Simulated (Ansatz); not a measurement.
# Cs2HgSe2 (Pbam): the G0W0 gap against the k mesh

Aim: the G0W0 gap of Cs2HgSe2 (Pbam) on a series of meshes, at fixed bands and cutoff.

Main program and level: Ansatz 0.2.0; G0W0 on PBE, plane waves, PAW; PAW set soft_1.

### 1. The structure

It takes space group Pbam (No. 55, orthorhombic). The conventional cell has a = 8.185 Å, b = 10.330 Å, c = 4.711 Å, α = 90.00°, β = 90.00°, γ = 90.00°. Nearest to Cs lie 6 Se at 3.66 to 3.72 Å and 1 Cs at 3.87 Å. Nearest to Hg lie 2 Se at 2.41 Å. Nearest to Se lie 1 Hg at 2.41 Å and 6 Cs at 3.66 to 3.72 Å. Farther neighbours and most contacts between anions are not listed.

Coordinates:

```cif
data_structure
_symmetry_space_group_name_H-M 'P 1'
_symmetry_Int_Tables_number 1
_cell_length_a 8.1849
_cell_length_b 10.3302
_cell_length_c 4.7112
_cell_angle_alpha 90.000
_cell_angle_beta 90.000
_cell_angle_gamma 90.000
_cell_volume 398.34
loop_
_atom_site_label
_atom_site_type_symbol
_atom_site_fract_x
_atom_site_fract_y
_atom_site_fract_z
_atom_site_occupancy
Cs1 Cs 0.39222 0.83311 0.50000 1
Cs2 Cs 0.60778 0.16689 0.50000 1
Cs3 Cs 0.89222 0.66689 0.50000 1
Cs4 Cs 0.10778 0.33311 0.50000 1
Hg5 Hg 0.50000 0.50000 0.00000 1
Hg6 Hg 0.00000 0.00000 0.00000 1
Se7 Se 0.23025 0.59445 0.00000 1
Se8 Se 0.76975 0.40555 0.00000 1
Se9 Se 0.73025 0.90555 0.00000 1
Se10 Se 0.26975 0.09445 0.00000 1
```

The cell and positions come from the Crystallography Open Database and are kept as given unless a step says otherwise. Spin-orbit coupling is left out unless a step names it.

### 2. The 2×1×2 mesh

G0W0 replaces the xc potential by the self-energy, built once from these orbitals. Only a window of levels is corrected, while the sums run over the empty bands that the input names. This step takes PAW set soft_1 files.

input.yaml reads:

```yaml
crystal:
  lattice:
    - [8.1849, 0.0, 0.0]
    - [0.0, 10.3302, 0.0]
    - [0.0, 0.0, 4.7112]
  atoms:
    - { symbol: Cs, position: [0.39222, 0.83311, 0.5] }
    - { symbol: Cs, position: [0.60778, 0.16689, 0.5] }
    - { symbol: Cs, position: [0.89222, 0.66689, 0.5] }
    - { symbol: Cs, position: [0.10778, 0.33311, 0.5] }
    - { symbol: Hg, position: [0.5, 0.5, 0.0] }
    - { symbol: Hg, position: [0.0, 0.0, 0.0] }
    - { symbol: Se, position: [0.23025, 0.59445, 0.0] }
    - { symbol: Se, position: [0.76975, 0.40555, 0.0] }
    - { symbol: Se, position: [0.73025, 0.90555, 0.0] }
    - { symbol: Se, position: [0.26975, 0.09445, 0.0] }
kpoints:
  mp_grid: { grid: [2, 1, 2] }
hamiltonian:
  xc: pbe
  pseudopotentials: { kind: paw, azcp: { folder: soft_1 } }
scf:
  occupations: { method: fixed }
gw:
  n_empty_bands: 904
  ecut_chi: 100
  qp_bands: [v3, c3]
  qp_kpoints: band_edges
  screening: { model: contour_deformation }
```

The run is started by

```bash
> ansatz run input.yaml --threads 2 --pin off --max-ram 92160MiB --backend cuda --events-out ev --progress --plain --runs-dir out --devices 1 --max-vram 13GiB
```

Numbers of over 12 decimals in the logs are rounded to 6 here.

The log of the run:

```text
GPUs: using 1 of 1 available (devices: 1).
Engine: ansatz 0.2.0, x86_64-unknown-linux-gnu
Pseudopotentials: kind: paw
Pseudopotential: Cs, paw, valence charge 9, recommended cutoff 420 eV (normal), soft_1/Cs.paw.azcp
Pseudopotential: Hg, paw, valence charge 20, recommended cutoff 420 eV (normal), soft_1/Hg.paw.azcp
Pseudopotential: Se, paw, valence charge 16, recommended cutoff 420 eV (normal), soft_1/Se.paw.azcp
Functional definition: PBE
  parameter kappa = 0.804
  parameter beta = 0.066725
  exchange = pbe_x(kappa = kappa, mu = beta*pi^2/3)
  correlation = pbe_c(beta = beta)
device memory: the entry about to start is reckoned to put 3.4 GiB on a device that reports 45.8 GiB free (of which the cap on the GPU budget leaves the run 13.0 GiB)
GPU FFT provider: cuFFT
GPU libraries: cuBLAS 13.8.2, cuFFT 12.4.0, cuSOLVER 12.3.4
Crystal: 10 atoms, lattice volume = 398.340 Å³
Basis set: ecut = 420 eV, 7743 PW (Γ)
Bands: 84, of which v1, the nominal top of the filled ones, is band 70 counted from 1 (69 counted from 0)
Symmetry: 8 space group operations
Space group: Pbam (ITA 55), of the structure as read, at distance tolerance 7.4e-5 Å
k-points: 4
Non-local potential: Cs, projectors of the file, l = 0: 3, l = 1: 2, l = 2: 2, l = 3: 2
Non-local potential: Hg, projectors of the file, l = 0: 3, l = 1: 2, l = 2: 2, l = 3: 1
Non-local potential: Se, projectors of the file, l = 0: 2, l = 1: 2, l = 2: 3, l = 3: 1
PAW form: soft (Blöchl's): semilocal exchange-correlation on the pseudo side does not see the compensation charge
PAW one-centre angular grid: Cs, 194 points (default); XC on 64 Gauss nodes
PAW one-centre angular grid: Hg, 590 points (default); XC on 64 Gauss nodes
PAW one-centre angular grid: Se, 590 points (default); XC on 64 Gauss nodes
Initial density: superposition of atomic densities (chi_scale 0.1, normalization cell, long waves kept (reshape's long-wave potential 0.00 eV rms))
Initial wavefunctions: pseudopotential atomic-orbital guess
GPU buffer pool allocated for 138240 grid points (all kernels)
GPU transforms: local potential and band sums: pruned to the plane-wave sphere, on 60×72×32
Functional: x = pbe(κ = 0.804, μ = 0.219515), c = pbe(β = 0.066725)
SCF iter   1: F=—  HF=-72205.359252 eV  |F-HF|=—  |Δ(HF+E_count)|=         —  Δρ=4.01e-2  dr2=1.59e1  ethr=3.10e-3  ⟨swp⟩=4.8  Hψ=1022  notcnv=0  defer=40
preconditioner: auto → Resta (q_TF=auto, 2.292 Å⁻¹)  ε∞=4.0  [insulator: Δε(μ)=1.864 eV  Ē_g=9.430 eV  n_scr=76 (ndim 8)  ℏωp=16.2 eV  f_vac=0.021  ε∞_Penn≈4.0]
SCF iter   2: F=—  HF=-72200.954424 eV  |F-HF|=—  |Δ(HF+E_count)|=    4.40e0  Δρ=1.75e-2  dr2=2.88e0  ethr=3.10e-3  ⟨swp⟩=3.2  Hψ=638  notcnv=0  defer=42
SCF iter   3: F=—  HF=-72199.816400 eV  |F-HF|=—  |Δ(HF+E_count)|=    1.14e0  Δρ=5.71e-3  dr2=3.40e-1  ethr=2.06e-3  ⟨swp⟩=4.0  Hψ=682  notcnv=0  defer=44
SCF iter   4: F=—  HF=-72199.703497 eV  |F-HF|=—  |Δ(HF+E_count)|=   1.13e-1  Δρ=2.02e-3  dr2=3.57e-2  ethr=2.43e-4  ⟨swp⟩=3.2  Hψ=471  notcnv=0  defer=47
SCF iter   5: F=—  HF=-72199.705482 eV  |F-HF|=—  |Δ(HF+E_count)|=   1.99e-3  Δρ=8.50e-4  dr2=4.89e-3  ethr=2.55e-5  ⟨swp⟩=3.0  Hψ=651  notcnv=0  defer=48
SCF iter   6: F=—  HF=-72199.706587 eV  |F-HF|=—  |Δ(HF+E_count)|=   1.10e-3  Δρ=3.50e-4  dr2=7.00e-4  ethr=3.49e-6  ⟨swp⟩=2.2  Hψ=555  notcnv=0  defer=48
SCF iter   7: F=—  HF=-72199.707312 eV  |F-HF|=—  |Δ(HF+E_count)|=   7.25e-4  Δρ=9.64e-5  dr2=4.65e-5  ethr=5.00e-7  ⟨swp⟩=2.0  Hψ=458  notcnv=0  defer=48
SCF iter   8: F=—  HF=-72199.707399 eV  |F-HF|=—  |Δ(HF+E_count)|=   8.65e-5  Δρ=2.19e-5  dr2=3.65e-6  ethr=3.32e-8  ⟨swp⟩=2.2  Hψ=590  notcnv=0  defer=45
SCF iter   9: F=—  HF=-72199.707403 eV  |F-HF|=—  |Δ(HF+E_count)|=   4.33e-6  Δρ=7.94e-6  dr2=3.24e-7  ethr=2.61e-9  ⟨swp⟩=2.0  Hψ=441  notcnv=0  defer=46
SCF iter  10: F=-72199.707403 eV  HF=-72199.707403 eV  |F-HF|=1.54e-8  |Δ(HF+E_count)|=   3.01e-7  Δρ=1.35e-6  dr2=1.49e-8  ethr=7.14e-11  ⟨swp⟩=15.5  Hψ=1696  notcnv=0
[...]
NSCF: frozen V_eff on 4 k-points
[...]
device memory: the entry about to start is reckoned to put 6.2 GiB on a device that reports 45.9 GiB free (of which the cap on the GPU budget leaves the run 13.0 GiB)
NSCF: frozen V_eff on 4 k-points
G₀W₀ screening: q 1/4
[... further progress lines ...]
device memory: the entry about to start is reckoned to put 1.4 GiB on a device that reports 45.3 GiB free (of which the cap on the GPU budget leaves the run 13.0 GiB)
NSCF: frozen V_eff on 1 k-points
device memory: the entry about to start is reckoned to put 1.4 GiB on a device that reports 41.5 GiB free (of which the cap on the GPU budget leaves the run 13.0 GiB)
NSCF: frozen V_eff on 1 k-points
device memory: the entry about to start is reckoned to put 1.4 GiB on a device that reports 41.3 GiB free (of which the cap on the GPU budget leaves the run 13.0 GiB)
NSCF: frozen V_eff on 1 k-points
device memory: the entry about to start is reckoned to put 1.4 GiB on a device that reports 41.5 GiB free (of which the cap on the GPU budget leaves the run 13.0 GiB)
NSCF: frozen V_eff on 1 k-points
SCF converged after 10 iterations
Free energy (F): -72199.707403 eV
Harris-Foulkes:  -72199.707403 eV  (|F-HF|=1.54e-8)
Internal energy: -72199.707403 eV  (E = F + TS)
E sigma→0 (E₀):  -72199.707403 eV
Fermi energy:    5.208451 eV
--- Per-component energies (eV) ---
  E_band       = -2927.581990
  E_kinetic    = 2175.583205
  E_local      = -22308.174441  (includes V_loc(G=0)·N_el)
  E_nonlocal   = -1162.343821
  E_hartree    = 10738.493874
  E_xc         = -1484.398467
  E_vxc        = -1417.618242  (∫ρ·V_xc dr)
  E_paw        = -48675.707810  (= ΣΔE_a)
  E_vpaw       = -1692.016814  (= ΣTr[D̂ρ^β])
  E_aug_tail   = -0.000543  (compensation charges beyond the density's cutoff)
  E_ewald      = -11483.159401
  E_smearing   = -0.000000  (= −TS)
  E_closure    = 0.000000  (closes the sum)
  Σ components = -72199.707403   (vs F -72199.707403, Δ=0.00e0)
--- Band table (eV) ---
  k-point 0: bands = [... 66 lower, 4.8663, 5.0231, 5.1464, 5.1817, 7.1987, 8.0443, 8.3215, 8.8853, ... 10 higher]
  k-point 1: bands = [... 66 lower, 4.5052, 4.6259, 4.6645, 4.9025, 7.9837, 8.0173, 8.0554, 8.1895, ... 10 higher]
  k-point 2: bands = [... 66 lower, 5.1133, 5.1133, 5.2085, 5.2085, 7.7806, 7.7806, 8.5502, 8.5502, ... 10 higher]
  k-point 3: bands = [... 66 lower, 4.6154, 4.6154, 5.1091, 5.1091, 7.6235, 7.6235, 7.8756, 7.8756, ... 10 higher]
--- G₀W₀: contour deformation, 7 samples at zero and on the imaginary axis and 1 off it, 4 q-points, 904 empty bands' worth ---
  eigenvalues of the whole cell's RPA ε∞ on this k-mesh (on a slab, of 1 + 4πα/V) = 3.8180, 4.1409, 4.7067; static W/v taken at q = 0 is 0.246581
  gw.qp_kpoints: band_edges: 4 of 4 stored k-points solved, in 1 pass; an edge of the gap read off the rows below is read off those points alone
    ik  band        ε_KS         Σx   Σc(E_QP)       V_xc       Z   E_QP_lin       E_QP  E_QP is
     0    68      5.0231   -17.7177     2.2436   -14.5338  0.7443     4.0568     4.0829  root
     0    69      5.1464   -17.6095     2.2239   -14.4414  0.7453     4.1767     4.2022  root
     0    70      5.1817   -17.7577     2.2167   -14.5948  0.7463     4.2103     4.2356  root
     0    71      7.1987    -9.3629    -3.0290   -12.8425  0.7961     7.6524     7.6493  root
     0    72      8.0443    -5.0509    -3.2503    -8.5465  0.8002     8.2907     8.2896  root
     0    73      8.3215   -10.6385    -3.2896   -14.5630  0.7815     8.9648     8.9564  root
     1    68      4.6259   -17.0078     2.1937   -13.8522  0.7421     3.6321     3.6640  root
     1    69      4.6645   -17.1656     2.1683   -14.0325  0.7441     3.6685     3.6997  root
     1    70      4.9025   -17.5495     2.1706   -14.4436  0.7454     3.9409     3.9671  root
     1    71      7.9837    -5.4302    -3.1835    -8.8563  0.7950     8.2275     8.2264  root
     1    72      8.0173    -5.7138    -3.1440    -9.0965  0.7955     8.2571     8.2560  root
     1    73      8.0554   -10.5795    -3.2664   -14.4885  0.7852     8.7056     8.6979  root
     2    68      5.1133   -17.5469     2.1288   -14.4979  0.7470     4.1693     4.1931  root
     2    69      5.2085   -17.7867     2.2059   -14.6429  0.7466     4.2460     4.2706  root
[...]
3    69      5.1091   -17.6010     2.0984   -14.5775  0.7485     4.1601     4.1839  root
     3    70      5.1091   -17.6010     2.0984   -14.5775  0.7485     4.1601     4.1839  root
     3    71      7.6235    -5.0114    -3.1372    -8.3657  0.8020     7.8414     7.8406  root
     3    72      7.6235    -5.0114    -3.1372    -8.3657  0.8020     7.8414     7.8406  root
     3    73      7.8756    -7.8040    -3.2094   -11.4541  0.7943     8.3197     8.3163  root
```

Elapsed: 29 s, on 1 × NVIDIA H100 80GB HBM3 (shared by 6 runs) with 2 threads of AMD EPYC 7R13 (Zen 3), shared host; peak memory 2.6 GiB.

The column dr2 measures how far the density is from self-consistency, as an energy; F and HF (Harris–Foulkes) agree once it is small.

Numbers from this step:

```yaml
bands_summed: 974
rpa_eps_infinity_on_this_mesh_eigenvalues: 3.818, 4.141, 4.707
plane_waves_in_the_screening_matrix: 923
q_points_in_the_mesh: 4
g0w0_gap_on_the_mesh: 3.379 eV
k_of_the_valence_top: -0.5, 0, 0
k_of_the_conduction_bottom: 0, 0, 0
starting_gap_on_the_mesh: 1.990 eV
z_at_the_valence_top: 0.7466
z_at_the_conduction_bottom: 0.7961
least_direct_g0w0_gap_on_the_computed_points: 3.414 eV
```

The gap on the mesh goes from 1.99 eV to 3.38 eV, a correction of +1.39 eV. Between the two edge states, bare exchange in place of the xc potential would open the gap by 6.62 eV, and correlation takes back 5.23 eV.

### 3. The 2×2×2 mesh

Only the mesh changes. It samples the long-range screening, which converges on its own terms.

Edit input.yaml of step 2 so:

```diff
@@ -17,3 +17,3 @@
 kpoints:
-  mp_grid: { grid: [2, 1, 2] }
+  mp_grid: { grid: [2, 2, 2] }
 hamiltonian:
```

The log of the run:

```text
GPUs: using 1 of 1 available (devices: 1).
[...]
GPU FFT provider: cuFFT
GPU libraries: cuBLAS 13.8.2, cuFFT 12.4.0, cuSOLVER 12.3.4
Crystal: 10 atoms, lattice volume = 398.340 Å³
Basis set: ecut = 420 eV, 7743 PW (Γ)
Bands: 84, of which v1, the nominal top of the filled ones, is band 70 counted from 1 (69 counted from 0)
Symmetry: 8 space group operations
[...]
k-points: 8
[...]
GPU buffer pool allocated for 138240 grid points (all kernels)
[...]
SCF iter   1: F=—  HF=-72205.524115 eV  |F-HF|=—  |Δ(HF+E_count)|=         —  Δρ=4.02e-2  dr2=1.60e1  ethr=3.10e-3  ⟨swp⟩=4.5  Hψ=2039  notcnv=0  defer=82
[...]
SCF iter  10: F=-72199.821821 eV  HF=-72199.821821 eV  |F-HF|=1.56e-8  |Δ(HF+E_count)|=   3.14e-7  Δρ=1.41e-6  dr2=1.62e-8  ethr=7.14e-11  ⟨swp⟩=14.5  Hψ=3086  notcnv=0
SCF 1 converged in 10 iterations: F = -72199.821821 eV  dr2 = 1.62e-8
[...]
0    68      5.0046   -17.5454     2.0715   -14.5410  0.7488     4.0483     4.0716  root
     0    69      5.1275   -17.5842     2.1744   -14.4495  0.7479     4.1423     4.1672  root
     0    70      5.1627   -17.7424     2.1788   -14.6022  0.7484     4.1768     4.2014  root
     0    71      7.1886    -9.4500    -2.9376   -12.8546  0.8016     7.6585     7.6556  root
     0    72      8.0391    -5.1299    -3.1530    -8.5521  0.8071     8.3095     8.3083  root
     0    73      8.3098   -10.6310    -3.2780   -14.5726  0.7837     8.9819     8.9734  root
     1    68      4.6092   -16.9703     2.1306   -13.8632  0.7452     3.6017     3.6328  root
     1    69      4.6477   -17.1496     2.1257   -14.0435  0.7465     3.6369     3.6674  root
[...]
7    70      5.0915   -17.5694     2.0374   -14.6044  0.7502     4.1414     4.1640  root
     7    71      7.5756    -5.0034    -3.0860    -8.3406  0.8075     7.8279     7.8269  root
     7    72      7.5756    -5.0034    -3.0860    -8.3406  0.8075     7.8279     7.8269  root
     7    73      8.3619   -10.3770    -3.3327   -14.3978  0.7856     9.0591     9.0499  root
[key lines of the parts left out:]
SCF converged after 10 iterations
Free energy (F): -72199.821821 eV
Fermi energy:    5.189591 eV
```

Run time: 44 s. Hardware: 1 × NVIDIA H100 80GB HBM3 (shared by 6 runs) with 2 threads; peak memory 3.6 GiB.

Numbers from this step:

* bands summed: 974
* RPA ε∞ on this mesh (eigenvalues): 3.632, 3.676, 4.640
* plane waves in the screening matrix: 923
* q-points in the mesh: 8
* G0W0 gap on the mesh: 3.420 eV
* k of the valence top: -0.5, 0, 0
* k of the conduction bottom: 0, 0, 0
* starting gap on the mesh: 1.999 eV
* Z at the valence top: 0.7492
* Z at the conduction bottom: 0.8016
* least direct G0W0 gap on the computed points: 3.454 eV

Against the run with 2×1×2 mesh, 904 empty bands, screening to 100 eV, PAW set soft_1 files, the gap moves by +0.04 eV.

### 4. The 2×2×4 mesh

Edit input.yaml of step 3 so:

```diff
@@ -17,3 +17,3 @@
 kpoints:
-  mp_grid: { grid: [2, 2, 2] }
+  mp_grid: { grid: [2, 2, 4] }
 hamiltonian:
```

The log of the run:

```text
GPUs: using 1 of 1 available (devices: 1).
[...]
GPU FFT provider: cuFFT
GPU libraries: cuBLAS 13.8.2, cuFFT 12.4.0, cuSOLVER 12.3.4
Crystal: 10 atoms, lattice volume = 398.340 Å³
Basis set: ecut = 420 eV, 7743 PW (Γ)
Bands: 84, of which v1, the nominal top of the filled ones, is band 70 counted from 1 (69 counted from 0)
Symmetry: 8 space group operations
[...]
k-points: 12 of 16
[...]
1    69      4.8464   -17.2206     2.0825   -14.1659  0.7506     3.8489     3.8742  root
[...]
11    70      5.0727   -17.5896     2.0290   -14.6114  0.7527     4.1013     4.1236  root
    11    71      7.5731    -5.0437    -3.0349    -8.3459  0.8119     7.8415     7.8405  root
    11    72      7.5731    -5.0437    -3.0349    -8.3459  0.8119     7.8415     7.8405  root
    11    73      8.3470   -10.3413    -3.3543   -14.4101  0.7874     9.0708     9.0615  root
[key lines of the parts left out:]
SCF converged after 10 iterations
Free energy (F): -72199.938719 eV
Fermi energy:    5.173163 eV
```

The job ended after 90 s (1 × NVIDIA H100 80GB HBM3 (shared by 6 runs) with 2 threads; peak memory 4.5 GiB).

Numbers from this step:

```
bands summed                                 : 974
RPA ε∞ on this mesh (eigenvalues)            : 3.318, 3.607, 4.579
plane waves in the screening matrix          : 923
G0W0 gap on the mesh                         : 3.437 eV
k of the valence top                         : -0.5, 0, 0
k of the conduction bottom                   : 0, 0, 0
starting gap on the mesh                     : 2.004 eV
least direct G0W0 gap on the computed points : 3.472 eV
```

Against the run with 2×2×2 mesh, 904 empty bands, screening to 100 eV, PAW set soft_1 files, the gap moves by +0.017 eV.

### 5. The 4×2×4 mesh

Edit input.yaml of step 4 so:

```diff
@@ -17,3 +17,3 @@
 kpoints:
-  mp_grid: { grid: [2, 2, 4] }
+  mp_grid: { grid: [4, 2, 4] }
 hamiltonian:
```

The log of the run:

```text
GPUs: using 1 of 1 available (devices: 1).
[...]
GPU FFT provider: cuFFT
GPU libraries: cuBLAS 13.8.2, cuFFT 12.4.0, cuSOLVER 12.3.4
Crystal: 10 atoms, lattice volume = 398.340 Å³
Basis set: ecut = 420 eV, 7743 PW (Γ)
Bands: 84, of which v1, the nominal top of the filled ones, is band 70 counted from 1 (69 counted from 0)
Symmetry: 8 space group operations
[...]
k-points: 18 of 32
[...]
1    69      4.8471   -17.2047     2.0677   -14.1655  0.7510     3.8504     3.8755  root
[...]
17    70      5.0733   -17.5613     2.0043   -14.6111  0.7532     4.1055     4.1274  root
    17    71      7.5731    -5.0695    -3.0073    -8.3462  0.8129     7.8434     7.8424  root
    17    72      7.5731    -5.0695    -3.0073    -8.3462  0.8129     7.8434     7.8424  root
    17    73      8.3472   -10.3740    -3.3220   -14.4099  0.7882     9.0703     9.0612  root
[key lines of the parts left out:]
SCF converged after 10 iterations
Free energy (F): -72199.936104 eV
Fermi energy:    5.173863 eV
```

The job ended after 2.4 min (1 × NVIDIA H100 80GB HBM3 (shared by 6 runs) with 2 threads; peak memory 6 GiB).

This step gave:

| Item | Value |
| --- | --- |
| bands summed | 974 |
| RPA ε∞ on this mesh (eigenvalues) | 3.309, 3.600, 4.626 |
| plane waves in the screening matrix | 923 |
| G0W0 gap on the mesh | 3.432 eV |
| k of the valence top | -0.5, 0, 0 |
| k of the conduction bottom | 0, 0, 0 |
| starting gap on the mesh | 2.003 eV |
| least direct G0W0 gap on the computed points | 3.467 eV |

Against the run with 2×2×4 mesh, 904 empty bands, screening to 100 eV, PAW set soft_1 files, the gap moves by −0.005 eV.

### 6. The meshes together

Times are wall times on 1 × NVIDIA H100 80GB HBM3 (shared by 6 runs) with 2 threads of AMD EPYC 7R13 (Zen 3), shared host, good to a factor of about two.

```tsv
mesh	points	irreducible	start (eV)	G0W0 (eV)	shift (eV)	RPA ε∞ (mean)	time
2×1×2	4	4	1.990	3.379	+1.388	4.22	29 s
2×2×2	8	8	1.999	3.420	+1.421	3.98	44 s
2×2×4	16	12	2.004	3.437	+1.433	3.83	90 s
4×2×4	32	18	2.003	3.432	+1.428	3.84	2.4 min
```

### 7. Outcome

| Item | Value |
| --- | --- |
| 2×1×2 | 3.379 eV (shift +1.388) |
| 2×2×2 | 3.420 eV (shift +1.421) |
| 2×2×4 | 3.437 eV (shift +1.433) |
| 4×2×4 | 3.432 eV (shift +1.428) |
| settings | PBE start, 904 empty bands, 100 eV |

What this shows: The shift is +1.39 eV on 2×1×2 and +1.43 eV on 4×2×4; the last step moves it by −0.005 eV. The RPA ε∞ (mean) ranges from 3.83 to 4.22 and ends at 3.84. From 4 to 32 points the time grows 4.9-fold. Bands and cutoff are modest here, so the values stand off the basis limit. The many-body steps are scalar-relativistic: spin-orbit coupling is not in them.

[Paths, hosts, dates, memory and timing lines, banners, echoed tables and standing remarks are left out of the program output.]

[Logs are printed without paths, hosts, clocks, repeated set-up lines and the standing remarks that a program may print on its own settings, such as how far it seeks lower states.]

[Runs of the session that timed out or met a known fault of the program may be left out.]

[Cells called generated may have been cut or substituted from an entry of the Crystallography Open Database or the Materials Project.]

[Hosts, paths, dates, database ids (printed as entryN), source tags and the programs' standing remarks are cut or masked in the printed files.]
